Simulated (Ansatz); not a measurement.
# YBRh3 (Pm-3m): phonons and vibrational spectra, part 3 of 3

How does YBRh3 (Pm-3m) vibrate, and is this structure a minimum?

Ansatz 0.2.0; DFT PBEsol, scalar-relativistic, plane waves, PAW; PAW set soft_1.

So far. Step 3 (Tight relaxation): The forces vanish by symmetry and the pressure is 0.000 GPa, within the tolerances set. The cell now holds 14.29 Å³/atom. Step 4 (Modes at Γ): Before it was imposed, the acoustic sum rule was missed by 1.5e-5 eV/Å². Small misses are needed for a sound result but don't prove that mesh and cutoff are converged. The lowest optical mode is real, 115 cm⁻¹. The relaxed cell has a = 4.149 Å (conventional setting).

## 5. Response at finite wavevector (continued)

The partial phonon density of states has structure finer than the step of the table below, so its rows give means over 20 cm⁻¹, whole bins alone (the curve runs from -10 to 687 cm⁻¹). Peaks (cm⁻¹: height): B 546.8: 0.0393, 568.7: 0.0306, 595.0: 0.0314, 621.3: 0.0333, 652.0: 0.0378; Rh 147.8: 0.136, 182.9: 0.0843; Y 104.0: 0.0214, 182.9: 0.108.

Phonopy on the run's constants, 13x13x13 mesh, Gaussian sigma 5.0 cm-1. Interpolated from a 4×4×4 q mesh. Table of partial phonon density of states by wavenumber; means over each step; values in 1/cm⁻¹/cell:

```
wavenumber (cm⁻¹)        B       Rh        Y
                0   6.3e-7   6.7e-5   1.8e-5
               20   1.9e-5   5.6e-4   1.6e-4
               40   7.8e-5  0.00269   8.0e-4
               60   1.8e-4  0.00718  0.00219
               80   3.6e-4   0.0175  0.00551
              100   7.6e-4   0.0431   0.0165
              120  0.00204   0.0637   0.0143
              140  0.00140    0.110  0.00867
              160  0.00150   0.0682   0.0161
              180  0.00104   0.0693   0.0790
              200   3.7e-4   0.0211  0.00671
              220   3.2e-4   0.0136   1.2e-4
              240   2.9e-4   0.0154   4.1e-5
              260   1.1e-4  0.00873   5.5e-6
              280   5.4e-6   8.5e-4        0
              300        0   6.3e-7        0
              320        0        0        0
              340        0        0        0
              360        0        0        0
              380        0        0        0
              400        0        0        0
              420        0        0        0
              440        0        0        0
              460        0        0        0
              480        0        0        0
              500        0        0        0
              520   3.1e-4   4.7e-5        0
              540   0.0226  0.00316        0
              560   0.0219  0.00239   3.9e-6
              580   0.0121   9.5e-4   5.6e-6
              600   0.0169   9.6e-4   1.1e-5
              620   0.0204   5.8e-4   1.6e-5
              640   0.0249   2.6e-4   2.1e-5
              660   0.0224   6.7e-5   1.7e-5
```

Harmonic thermodynamic functions per atom, from the density of states. Interpolated from a 4×4×4 q mesh. Thermodynamic functions, by row:

| T (K) | F_vib (meV/atom) | S (J/mol-atom/K) | C_V (J/mol-atom/K) |
| --- | --- | --- | --- |
| 0 | 44.79 | 0 | 0 |
| 50 | 44.52 | 2.149 | 5.719 |
| 100 | 41.69 | 8.928 | 13.68 |
| 200 | 26.09 | 20.48 | 19.29 |
| 300 | 0.34 | 28.81 | 21.66 |
| 400 | -32.98 | 35.23 | 22.87 |
| 500 | -72.26 | 40.41 | 23.53 |
| 600 | -116.5 | 44.74 | 23.93 |
| 700 | -164.8 | 48.45 | 24.18 |
| 800 | -216.7 | 51.69 | 24.35 |
| 900 | -271.8 | 54.56 | 24.47 |
| 1000 | -329.7 | 57.15 | 24.56 |

Harmonic mean-square displacement, third of the trace. Interpolated from a 4×4×4 q mesh. Mean square displacements, by row:

```
T (K)  Y1 U_eq (Å²)  B2 U_eq (Å²)  Rh3 U_eq (Å²)  Rh4 U_eq (Å²)  Rh5 U_eq (Å²)
    0       0.00132       0.00313        0.00119        0.00119        0.00119
  100       0.00191       0.00351        0.00176        0.00176        0.00176
  300       0.00463       0.00539        0.00432        0.00432        0.00432
  600       0.00904       0.00916        0.00844        0.00844        0.00844
```

Symmetry leaves 10 wavevectors to solve. The lowest mode among them, the acoustic zeros apart, lies at q = (0, 0, 0.25) and is real, 54.2 cm⁻¹.

## 6. Isotope substitution

An isotope changes the mass and not the force constants, so no new electronic calculation is needed; the shifts show which modes move this element.

The same force constants with the mass of B changed from 10.810 to 10.013 u (phonopy, no LO-TO term). Both lists are sorted by frequency; levels can cross, so a row need not hold one and the same mode. Modes under 3 cm⁻¹ are left out. Isotope shifts, by row, the first 40 of 57 rows:

```
       q  rank  natural mass (cm⁻¹)  changed mass (cm⁻¹)
   0 0 0     4                114.6                  115
   0 0 0     5                114.6                  115
   0 0 0     6                114.6                  115
   0 0 0     7                151.6                151.6
   0 0 0     8                151.6                151.6
   0 0 0     9                151.6                151.6
   0 0 0    10                182.1                182.1
   0 0 0    11                182.1                182.1
   0 0 0    12                182.1                182.1
   0 0 0    13                539.1                557.3
   0 0 0    14                539.1                557.3
   0 0 0    15                539.1                557.3
0 0 0.25     1                54.18                54.25
0 0 0.25     2                54.18                54.25
0 0 0.25     3                99.74                99.74
0 0 0.25     4                118.3                118.7
0 0 0.25     5                118.3                118.7
0 0 0.25     6                  150                  150
0 0 0.25     7                  150                  150
0 0 0.25     8                160.3                160.3
0 0 0.25     9                177.2                177.3
0 0 0.25    10                179.7                179.7
0 0 0.25    11                179.7                179.7
0 0 0.25    12                194.6                194.8
0 0 0.25    13                540.3                558.7
0 0 0.25    14                540.3                558.7
0 0 0.25    15                599.5                621.8
0 0 -0.5     1                96.84                97.17
0 0 -0.5     2                96.84                97.17
0 0 -0.5     3                102.9                102.9
0 0 -0.5     4                102.9                102.9
0 0 -0.5     5                144.1                144.1
0 0 -0.5     6                147.6                147.7
0 0 -0.5     7                147.6                147.7
0 0 -0.5     8                160.7                160.7
0 0 -0.5     9                175.9                175.9
0 0 -0.5    10                175.9                175.9
0 0 -0.5    11                177.9                177.9
0 0 -0.5    12                224.2                224.2
0 0 -0.5    13                541.5                  560
```

A mode of this element alone would shift by +3.90 %. The highest zone-centre frequency without the field goes from 539.1 to 557.3 cm⁻¹ (+3.4 %). The product of the frequency ratios over all optical modes at Γ is 1.118; the product rule, (m/m′)^(3k/2) (M′/M)^(3/2) with k = 1 such atoms and M the mass of the cell, gives 1.118.

## 7. Outcome

```
space group after relaxation (within 0.01 Å)            : Pm-3m
volume per atom                                         : 14.3 Å³
electronic character                                    : no gap on this mesh
highest optical mode at the zone centre (no LO-TO term) : 539 cm⁻¹
lowest optical zone-centre mode                         : 115 cm⁻¹
lowest mode on the q mesh (acoustic modes at Γ apart)   : 54.2 cm⁻¹
highest frequency on the path or at a solved wavevector : 659 cm⁻¹
zero-point energy per atom                              : 44.8 meV
heat capacity at 300 K                                  : 21.7 J/(mol atoms K)
vibrational entropy at 300 K                            : 28.8 J/(mol atoms K)
Debye temperature (second moment)                       : 563 K
imaginary modes on the 4×4×4 q mesh                     : none
```

The structure is a minimum as far as tested: no mode is imaginary at the 10 irreducible wavevectors of the 4×4×4 mesh, and the softest away from the acoustic zeros lies at 54 cm⁻¹. The optical modes at Γ span 115 to 539 cm⁻¹. The highest mode in this list at Γ, 539.1 cm⁻¹, is mostly motion of B (86 % of the kinetic energy). On the path and the mesh, the widest gap between branches runs from 277 to 539 cm⁻¹. With no gap, or one that is small against the smearing, the frequencies hang on the k mesh and the smearing, most of all near Kohn anomalies. The phonon runs are without spin polarisation, although the cell has an odd electron count. The PAW files were made for PBE and serve the other functionals too. These are harmonic frequencies at zero temperature: anharmonic shifts, linewidths and thermal expansion are left out.

[Logs are printed without paths, hosts, clocks, repeated set-up lines and the standing remarks that a program may print on its own settings, such as how far it seeks lower states.]

[Hosts, paths, dates, database ids (printed as entryN), source tags and the programs' standing remarks are cut or masked in the printed files.]
